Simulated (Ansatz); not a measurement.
Records of electronic-structure calculations.

### Quasiparticle gap of SiC (P6_3mc)

It takes space group P6_3mc (No. 186, hexagonal). The conventional cell has a = 3.079 Å, b = 3.079 Å, c = 20.146 Å, α = 90.00°, β = 90.00°, γ = 120.00°. Nearest to Si lie 4 C at 1.88 to 1.89 Å. Si has 4 C at 1.88 to 1.89 Å nearest. Nearest to C lie 4 Si at 1.88 to 1.89 Å. Nearest to C lie 4 Si at 1.88 to 1.89 Å. Farther neighbours are not listed.

```
method               : DFT, r2SCAN, plane waves, PAW (and 1 further level or step)
program              : Ansatz 0.2.0
settings of one run  : cutoff 500 eV, 12×12×2 k-mesh, smearing width 0.02 eV, default PAW
cost                 : 2 runs, 3.2 min in all on 1 × NVIDIA H100 80GB HBM3 (shared by 6 runs) with 3 threads of AMD EPYC 7R13 (Zen 3), shared host (the runs of this entry)
notes                : The cell and positions come from the Crystallography Open Database and are kept as given unless a step says otherwise.
r2SCAN gap           : 2.14 eV, indirect
G0W0 gap on the mesh : 2.81 eV, from k = Γ to k = (0.000, -0.500, 0.000)
GW settings          : 6×6×2 mesh, 907 empty bands, screening to 180 eV
known limits         : not at the basis limit
```

The correction moves the gap on the mesh from 2.14 eV to 2.81 eV (+0.68 eV): the valence edge shifts by −0.59 eV and the conduction edge by +0.09 eV on the run's own scale. Z is 0.80 and 0.83 at the edges, as usual for well-defined quasiparticles.

[Paths, hosts, dates, memory and timing lines, banners, echoed tables and standing remarks are left out of the program output.]

[Logs are printed without paths, hosts, clocks, repeated set-up lines and the standing remarks that a program may print on its own settings, such as how far it seeks lower states.]

[Runs of the session that timed out or met a known fault of the program may be left out.]

[Cells called generated may have been cut or substituted from an entry of the Crystallography Open Database or the Materials Project.]

[Hosts, paths, dates, database ids (printed as entryN), source tags and the programs' standing remarks are cut or masked in the printed files.]
